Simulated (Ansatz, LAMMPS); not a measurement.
# Amorphous Si0.7Ge0.3 (77 atoms) in motion

Wanted: a short trajectory of amorphous Si0.7Ge0.3 (77 atoms) with its pair distributions.

Program: Ansatz 0.2.0. Level of theory: Kohn-Sham DFT, PBE, PAW (set soft_2), plane waves. Results are calculated unless marked as measured.

## 1. Starting point

The cell holds 77 atoms: 54 Si and 23 Ge. Its edges and angles: a = 11.826 Å, b = 11.826 Å, c = 11.826 Å, α = 90.0°, β = 90.0°, γ = 90.0°. 77 atoms (54 Si, 23 Ge) placed at random at 3.2 g/cm³, melted at 3500 K for 10 ps at fixed volume with the Tersoff potential (Tersoff, Phys. Rev. B 39, 5566 (1989)). Quenched from 3500 K to 500 K at 20 K/ps and fixed volume, annealed at 1200 K for 50 ps, held 5 ps, then minimised at fixed cell.

What the set-up can't give: The quench rate of 20 K/ps is orders of magnitude faster than experiment, which tends to freeze in extra defects. The starting topology of bonds comes from the classical model. Sampling is at Γ alone, for a cell whose shortest periodic width is 12 Å.

## 2. Dynamics started at 400 K

Without a thermostat the total energy must stay constant, which tests forces and time step. The time step is 2.0 fs.

input.yaml

```yaml
crystal:
  lattice:
    - [11.8258, 0.0, 0.0]
    - [0.0, 11.8258, 0.0]
    - [0.0, 0.0, 11.8258]
  atoms:
    - { symbol: Si, position: [0.06537, 0.45636, 0.68768] }
    - { symbol: Si, position: [0.84203, 0.85277, 0.91965] }
    - { symbol: Si, position: [0.65719, 0.35276, 0.08507] }
    - { symbol: Si, position: [0.56235, 0.1988, 0.6302] }
    [... 67 atom lines left out ...]
    - { symbol: Ge, position: [0.4031, 0.94663, 0.44212] }
    - { symbol: Ge, position: [0.30702, 0.98909, 0.78945] }
    - { symbol: Ge, position: [0.78601, 0.04985, 0.51823] }
    - { symbol: Ge, position: [0.32238, 0.00484, 0.11796] }
    - { symbol: Ge, position: [0.4001, 0.45786, 0.345] }
    - { symbol: Ge, position: [0.83408, 0.77664, 0.31498] }
kpoints:
  mp_grid: { grid: [1, 1, 1] }
hamiltonian:
  xc: pbe
scf:
  occupations: { method: gaussian, width: 0.05 }
output:
  forces: true
  stress: true
md:
  timestep: 2.0
  n_steps: 96
  ensemble: nve
  temperature: 400
  initial_velocities: maxwell_boltzmann
  seed: 2621
```

The run is started by

```
> ansatz run input.yaml --threads 4 --pin off --max-ram 8192MiB --backend cpu --events-out ev --progress --plain --runs-dir out
```

The job ended after 13 min (4 threads of Arm Neoverse V1, shared host; peak memory 2 GiB; 51 min of CPU time).

The program notes that the SCF threshold is loose for the stress and it switched symmetry off.

Rows from the run:

| time (fs) | T (K) | potential (meV/atom) | conserved (meV/atom) |
| --- | --- | --- | --- |
| 0.0 | 400 | 0.0 | 0.00 |
| 12.0 | 294 | 13.5 | 0.06 |
| 26.0 | 192 | 26.6 | 0.10 |
| 38.0 | 254 | 18.6 | 0.03 |
| 52.0 | 223 | 22.6 | 0.08 |
| 64.0 | 228 | 22.0 | 0.07 |
| 76.0 | 274 | 16.2 | 0.05 |
| 90.0 | 267 | 17.1 | 0.07 |
| 102.0 | 275 | 16.0 | 0.06 |
| 116.0 | 299 | 13.0 | 0.06 |
| 128.0 | 306 | 12.1 | 0.06 |
| 140.0 | 308 | 11.7 | 0.06 |
| 154.0 | 296 | 13.3 | 0.06 |
| 166.0 | 296 | 13.4 | 0.06 |
| 180.0 | 303 | 12.4 | 0.06 |
| 192.0 | 299 | 12.9 | 0.06 |

Mean square displacement from the first frame to the last: Si 0.10 Å², Ge 0.081 Å².

Table of mean square displacement by time lag:

| time lag (fs) | Ge (Å²) | Si (Å²) |
| --- | --- | --- |
| 2.0 | 3.5e-5 | 1.0e-4 |
| 4.0 | 1.4e-4 | 4.0e-4 |
| 8.0 | 5.5e-4 | 0.00157 |
| 12.0 | 0.00123 | 0.00345 |
| 16.0 | 0.00215 | 0.00592 |
| 20.0 | 0.00331 | 0.00887 |
| 24.0 | 0.00467 | 0.0122 |
| 28.0 | 0.00622 | 0.0157 |
| 32.0 | 0.00794 | 0.0193 |
| 36.0 | 0.00981 | 0.0229 |
| 40.0 | 0.0118 | 0.0264 |
| 44.0 | 0.0139 | 0.0298 |
| 48.0 | 0.0160 | 0.0329 |
| 52.0 | 0.0182 | 0.0358 |
| 56.0 | 0.0204 | 0.0384 |
| 60.0 | 0.0227 | 0.0410 |
| 64.0 | 0.0249 | 0.0434 |
| 68.0 | 0.0271 | 0.0457 |
| 72.0 | 0.0293 | 0.0481 |
| 76.0 | 0.0315 | 0.0506 |
| 80.0 | 0.0336 | 0.0532 |
| 84.0 | 0.0357 | 0.0560 |
| 88.0 | 0.0377 | 0.0589 |
| 92.0 | 0.0397 | 0.0619 |
| 96.0 | 0.0416 | 0.0651 |

Over the second half of 192 fs the temperature averages 298 K with swings of 10 K r.m.s. The conserved energy stays within 0.12 meV/atom. From first frame to last Si has the largest mean square displacement, 0.10 Å² at the end; the farthest move is 1.14 Å. The mean temperature of 298 K lies well off the 400 K of the input: without a thermostat, part of the starting kinetic energy flows into potential energy (about half from a start near a minimum). The count of bonds goes from 159 in the first frame to 160 in the last, by one set of cutoffs: 3 pairs passed out of them and 4 came within. The run spans 0.19 ps, too short for its means to be equilibrium values.

## 3. Distances and neighbours late in the run

The g(r) is a mean over the second half; what follows it is taken at the last frame.

Density 3.2 g/cm³, 21.48 Å³ an atom.

Mean of 14 frames. Pair distribution functions g(r), in bins of 0.1 Å:

| r (Å) | total | Si-Si | Si-Ge | Ge-Ge |
| --- | --- | --- | --- | --- |
| 2.15 | 0.00 | 0.00 | 0.00 | 0.00 |
| 2.25 | 0.64 | 1.26 | 0.04 | 0.00 |
| 2.35 | 3.55 | 5.48 | 1.97 | 0.32 |
| 2.45 | 4.36 | 3.67 | 5.28 | 3.84 |
| 2.55 | 1.95 | 1.32 | 2.59 | 2.46 |
| 2.65 | 0.76 | 0.17 | 0.91 | 3.36 |
| 2.75 | 0.34 | 0.15 | 0.53 | 0.48 |
| 2.85 | 0.12 | 0.01 | 0.25 | 0.17 |
| 2.95 | 0.10 | 0.07 | 0.16 | 0.00 |
| 3.05 | 0.18 | 0.20 | 0.20 | 0.00 |
| 3.15 | 0.33 | 0.25 | 0.40 | 0.39 |
| 3.25 | 0.42 | 0.38 | 0.44 | 0.57 |
| 3.35 | 0.56 | 0.63 | 0.45 | 0.60 |
| 3.45 | 0.79 | 0.95 | 0.66 | 0.56 |
| 3.55 | 0.97 | 1.24 | 0.73 | 0.59 |
| 3.65 | 1.51 | 1.64 | 1.38 | 1.42 |
| 3.75 | 1.47 | 1.33 | 1.61 | 1.54 |
| 3.85 | 1.64 | 1.64 | 1.48 | 2.39 |
| 3.95 | 1.56 | 1.39 | 1.81 | 1.28 |
| 4.05 | 1.60 | 1.56 | 1.72 | 1.26 |
| 4.15 | 1.44 | 1.35 | 1.59 | 1.24 |
| 4.25 | 1.48 | 1.51 | 1.45 | 1.50 |
| 4.35 | 1.07 | 1.03 | 1.18 | 0.75 |
| 4.45 | 0.97 | 1.04 | 0.90 | 0.93 |
| 4.55 | 0.94 | 0.98 | 0.98 | 0.58 |
| 4.65 | 0.88 | 0.84 | 0.88 | 1.12 |
| 4.75 | 0.97 | 1.10 | 0.80 | 1.02 |
| 4.85 | 0.88 | 0.82 | 0.97 | 0.77 |
| 4.95 | 0.64 | 0.69 | 0.67 | 0.24 |
| 5.05 | 0.75 | 0.72 | 0.84 | 0.46 |
| 5.15 | 0.69 | 0.62 | 0.78 | 0.68 |
| 5.25 | 0.78 | 0.86 | 0.66 | 0.85 |
| 5.35 | 0.80 | 0.83 | 0.68 | 1.20 |
| 5.45 | 0.84 | 0.81 | 0.78 | 1.26 |
| 5.55 | 1.08 | 1.05 | 1.07 | 1.35 |
| 5.65 | 1.10 | 1.04 | 1.18 | 1.03 |
| 5.75 | 1.09 | 1.08 | 1.16 | 0.87 |
| 5.85 | 1.14 | 1.11 | 1.23 | 0.82 |

Bonds by pair of elements; cutoffs follow the first minimum of g(r), held within bounds set by covalent radii, and pairs that aren't listed don't count as bonded:

| pair A-B | cutoff (Å) | bonds | mean length (Å) | spread (Å) | shortest (Å) | B about A | A about B |
| --- | --- | --- | --- | --- | --- | --- | --- |
| Si-Si | 2.88 | 77 | 2.41 | 0.094 | 2.26 | 2.85 | 2.85 |
| Si-Ge | 2.98 | 69 | 2.51 | 0.138 | 2.33 | 1.28 | 3 |
| Ge-Ge | 2.98 | 14 | 2.56 | 0.108 | 2.46 | 1.22 | 1.22 |

How many atoms have how many bonded neighbours:

| element | mean | 3 | 4 | 5 | 6 |
| --- | --- | --- | --- | --- | --- |
| Ge | 4.22 | 2 | 15 | 5 | 1 |
| Si | 4.13 | 0 | 47 | 7 | 0 |

Bond angles, per cent of each kind in bins of 5°:

| angle (°) | Si-Si-Si | Ge-Si-Si | Si-Ge-Si | Ge-Ge-Si | Ge-Si-Ge |
| --- | --- | --- | --- | --- | --- |
| 45–50 | 0.0 | 0.0 | 0.0 | 1.5 | 0.0 |
| 50–55 | 0.0 | 0.7 | 2.5 | 0.0 | 2.9 |
| 55–60 | 0.0 | 0.7 | 1.2 | 1.5 | 5.7 |
| 60–65 | 0.0 | 0.7 | 0.0 | 1.5 | 0.0 |
| 65–70 | 0.0 | 1.3 | 1.2 | 3.1 | 0.0 |
| 70–75 | 0.0 | 0.7 | 1.2 | 3.1 | 0.0 |
| 75–80 | 2.4 | 2.0 | 1.2 | 4.6 | 0.0 |
| 80–85 | 4.8 | 0.7 | 1.2 | 6.2 | 5.7 |
| 85–90 | 5.4 | 0.7 | 2.5 | 0.0 | 8.6 |
| 90–95 | 8.4 | 10.0 | 1.2 | 7.7 | 5.7 |
| 95–100 | 12.6 | 11.3 | 14.8 | 10.8 | 8.6 |
| 100–105 | 10.8 | 13.3 | 12.3 | 6.2 | 14.3 |
| 105–110 | 12.0 | 14.7 | 14.8 | 12.3 | 11.4 |
| 110–115 | 13.8 | 12.0 | 11.1 | 12.3 | 8.6 |
| 115–120 | 9.0 | 10.0 | 16.0 | 18.5 | 2.9 |
| 120–125 | 8.4 | 6.0 | 3.7 | 3.1 | 8.6 |
| 125–130 | 4.2 | 8.0 | 7.4 | 0.0 | 11.4 |
| 130–135 | 3.0 | 3.3 | 2.5 | 3.1 | 0.0 |
| 135–140 | 0.6 | 2.0 | 1.2 | 1.5 | 2.9 |
| 140–145 | 0.0 | 0.0 | 0.0 | 3.1 | 0.0 |
| 145–150 | 1.2 | 0.7 | 0.0 | 0.0 | 0.0 |
| 150–155 | 0.6 | 0.7 | 0.0 | 0.0 | 2.9 |
| 155–160 | 1.8 | 0.0 | 1.2 | 0.0 | 0.0 |
| 160–165 | 1.2 | 0.7 | 2.5 | 0.0 | 0.0 |

Bond angles (no mean is given where the spread exceeds 20°):

| angle | count | mean (°) | spread (°) |
| --- | --- | --- | --- |
| Si-Si-Si | 167 | 108 | 17 |
| Ge-Si-Si | 150 | 108 | 16.8 |
| Si-Ge-Si | 81 | 108 | 19.5 |
| Ge-Ge-Si | 65 | 103 | 19.8 |
| Ge-Si-Ge | 35 | - | - |

Bond length by coordination (bonds to H left out):

| element | coordination | atoms | mean bond length (Å) |
| --- | --- | --- | --- |
| Ge | 3 | 2 | 2.49 |
| Ge | 4 | 15 | 2.47 |
| Ge | 5 | 5 | 2.63 |
| Ge | 6 | 1 | 2.64 |
| Si | 4 | 47 | 2.42 |
| Si | 5 | 7 | 2.53 |

Rings of the network by King's shortest-path rule, up to 12 atoms, one path for each pair of neighbours; H, halogens, alkali and alkaline-earth atoms are left out, and the last column divides by all other atoms, bonded or not:

| ring size (atoms) | rings | per network atom |
| --- | --- | --- |
| 3 | 6 | 0.078 |
| 4 | 8 | 0.104 |
| 5 | 41 | 0.532 |
| 6 | 64 | 0.831 |
| 7 | 47 | 0.61 |
| 8 | 7 | 0.091 |

First main peaks of g(r), for some of the pairs, lie near 2.4 Å (Si-Si), 2.5 Å (Si-Ge) and 2.5 Å (Ge-Ge). By these cutoffs 65 % of Ge atoms have 4 and 87 % of Si atoms have 4 bonded neighbours. The Si-Si-Si angle averages 108° with a spread of 17°. Rings of 6 atoms are the most common (37 % of those counted); sizes run from 3 to 8.

## 4. Single point at the last frame

The last frame is solved again with fuller output, to read the electronic structure of a thermally displaced geometry.

input.yaml

```yaml
crystal:
  lattice:
    - [11.8258, 0.0, 0.0]
    - [0.0, 11.8258, 0.0]
    - [0.0, 0.0, 11.8258]
  atoms:
    - { symbol: Si, position: [0.04166, 0.4405, 0.72121] }
    - { symbol: Si, position: [0.86097, 0.86403, 0.91685] }
    - { symbol: Si, position: [0.6824, 0.36001, 0.06252] }
    - { symbol: Si, position: [0.5529, 0.19084, 0.64842] }
    [... 67 atom lines left out ...]
    - { symbol: Ge, position: [0.41376, 0.9544, 0.43659] }
    - { symbol: Ge, position: [0.29792, 0.9946, 0.78488] }
    - { symbol: Ge, position: [0.78738, 0.05101, 0.50883] }
    - { symbol: Ge, position: [0.31395, 0.00375, 0.11598] }
    - { symbol: Ge, position: [0.41194, 0.45121, 0.34244] }
    - { symbol: Ge, position: [0.82781, 0.7746, 0.31937] }
kpoints:
  mp_grid: { grid: [1, 1, 1] }
hamiltonian:
  xc: pbe
scf:
  occupations: { method: gaussian, width: 0.05 }
output:
  forces: true
  stress: true
  populations: true
  dos:
    method: { smearing: { sigma: 0.15 } }
    de: 0.1
    projected: { site_lists: { Ge: [Ge], Si: [Si] } }
  eigenvalues: true
  write_density: true
  write_potential: true
  volumetric_format: npy
  elf: true
```

The job ended after 25 s (4 threads; peak memory 1.9 GiB; 96 s of CPU time).

Read from the output:

```yaml
free_energy: -133094.1012 eV
free_energy_per_atom: -1728.4948 eV/atom
scf_cycles: 11
pressure: -0.4671 GPa
r_m_s_force_component: 0.4411 eV/Å
longest_force: 1.358 eV/Å
fermi_energy: 6.679 eV
spacing_of_highest_filled_and_lowest_empty_level: 0.2442 eV
spilling_of_the_projection: 0.005775
```

Neighbours are counted within 2.88 Å (Si-Si), 2.98 Å (Si-Ge), 2.98 Å (Ge-Ge), the cutoffs taken from the dynamics.

Length of the force by element and coordination:

| element | coordination | atoms | mean length of the force (eV/Å) | spread | least | most |
| --- | --- | --- | --- | --- | --- | --- |
| Ge | all | 23 | 0.643 | 0.269 | 0.157 | 1.26 |
| Ge | 3 | 2 | 0.847 | 0.142 | 0.705 | 0.990 |
| Ge | 4 | 15 | 0.636 | 0.297 | 0.157 | 1.26 |
| Ge | 5 | 5 | 0.600 | 0.196 | 0.364 | 0.957 |
| Ge | 6 | 1 | 0.556 | 0 | 0.556 | 0.556 |
| Si | all | 54 | 0.72 | 0.327 | 0.0363 | 1.36 |
| Si | 4 | 47 | 0.728 | 0.328 | 0.0363 | 1.36 |
| Si | 5 | 7 | 0.669 | 0.314 | 0.239 | 0.985 |

Löwdin charges by element and coordination (they lack the spilled electrons, 0.040 e an atom on average):

| element | coordination | atoms | mean charge (e) | spread | least | most |
| --- | --- | --- | --- | --- | --- | --- |
| Ge | all | 23 | -0.007 | 0.0311 | -0.0917 | 0.0545 |
| Ge | 3 | 2 | -0.0578 | 0.0339 | -0.0917 | -0.0239 |
| Ge | 4 | 15 | -0.0082 | 0.0214 | -0.0446 | 0.0255 |
| Ge | 5 | 5 | 0.0171 | 0.0317 | -0.031 | 0.0545 |
| Ge | 6 | 1 | -0.0069 | 0 | -0.0069 | -0.0069 |
| Si | all | 54 | 0.0605 | 0.0297 | -0.0033 | 0.142 |
| Si | 4 | 47 | 0.0585 | 0.0242 | 0.0036 | 0.111 |
| Si | 5 | 7 | 0.0739 | 0.0516 | -0.0033 | 0.142 |

Density of states as counts of states in windows of 1 eV (from the Fermi level), total and the larger projections:

| from (eV) | to (eV) | total | Si p | Ge p | Si s | Ge s |
| --- | --- | --- | --- | --- | --- | --- |
| -18 | -13 | 0.0 | 0.0 | 0.0 | 0.0 | 0.0 |
| -13 | -12 | 2.0 | 0.1 | 0.0 | 1.2 | 0.7 |
| -12 | -11 | 12.2 | 2.2 | 1.0 | 5.7 | 3.3 |
| -11 | -10 | 23.2 | 5.2 | 2.1 | 10.3 | 5.6 |
| -10 | -9 | 17.3 | 4.1 | 1.6 | 7.2 | 4.3 |
| -9 | -8 | 22.8 | 5.8 | 2.0 | 9.5 | 5.4 |
| -8 | -7 | 23.5 | 7.0 | 2.7 | 9.8 | 3.9 |
| -7 | -6 | 20.4 | 7.8 | 2.8 | 7.2 | 2.6 |
| -6 | -5 | 17.7 | 7.8 | 3.2 | 4.7 | 1.9 |
| -5 | -4 | 23.8 | 13.6 | 5.0 | 3.9 | 1.1 |
| -4 | -3 | 33.4 | 20.6 | 8.4 | 2.9 | 1.1 |
| -3 | -2 | 47.2 | 29.9 | 12.6 | 2.9 | 1.2 |
| -2 | -1 | 42.2 | 27.0 | 11.7 | 2.1 | 0.8 |
| -1 | 0 | 22.5 | 13.0 | 6.4 | 1.6 | 0.9 |
| 0 | 1 | 22.1 | 11.0 | 4.6 | 3.4 | 1.7 |
| 1 | 2 | 37.5 | 17.2 | 7.7 | 6.2 | 2.7 |
| 2 | 3 | 44.5 | 21.0 | 9.3 | 5.5 | 2.0 |

Between -26 and -18 eV lie 230 more states.

The levels nearest the highest filled one (over half full), pooled over k-points and spins:

| level less the highest filled one (eV) | occupation |
| --- | --- |
| -0.447 | 2 |
| -0.396 | 2 |
| -0.352 | 2 |
| -0.210 | 2 |
| -0.0875 | 2 |
| 0 | 2.00 |
| 0.244 | 0.001 |
| 0.356 | 0 |
| 0.433 | 0 |
| 0.547 | 0 |
| 0.581 | 0 |
| 0.629 | 0 |

Mean Löwdin charges: Ge -0.01, Si +0.06 e (they miss 0.58 % of the electrons, so they add up to more than the cell's charge). Charges this small depend on the projection, at times even in sign. Within 0.4 eV of the Fermi level the largest share is Si p (54 % of the projected weight).

## 5. What came out

| Property | Result |
| --- | --- |
| mean temperature, second half | 297.6 K |
| temperature swing, second half | 10.27 K |
| mean pressure, second half | -0.1713 GPa |
| slope of the conserved energy against time, by least squares | 0.0149 meV/atom/ps |
| free energy per atom | -1728.4948 eV/atom |
| pressure | -0.4671 GPa |
| r.m.s. force component | 0.4411 eV/Å |
| gap (highest filled to lowest empty level) | 0.2442 eV |
| wall time of the 2 DFT runs | 14 min |

What this shows: Over the second half of 192 fs the temperature averages 298 K with swings of 10 K r.m.s. The conserved energy stays within 0.12 meV/atom. The mean temperature of 298 K lies well off the 400 K of the input: without a thermostat, part of the starting kinetic energy flows into potential energy (about half from a start near a minimum). The count of bonds goes from 159 in the first frame to 160 in the last, by one set of cutoffs: 3 pairs passed out of them and 4 came within. The run spans 0.19 ps, too short for its means to be equilibrium values. By these cutoffs 65 % of Ge atoms have 4 and 87 % of Si atoms have 4 bonded neighbours. The highest filled and lowest empty levels differ by 0.244 eV (at Γ alone); a semilocal functional tends to put such gaps too low. In a disordered cell it changes from sample to sample, and tail or defect levels can set it.

Caveats: The starting topology of bonds comes from the classical model; in DFT 3 of its 159 bonded pairs passed out of the cutoffs and 4 came within them. The pressure of a single frame lacks the kinetic term, about 0.19 GPa here.

[Logs are printed without paths, hosts, clocks, repeated set-up lines and the standing remarks that a program may print on its own settings, such as how far it seeks lower states.]

[Hosts, paths, dates, database ids (printed as entryN), source tags and the programs' standing remarks are cut or masked in the printed files.]
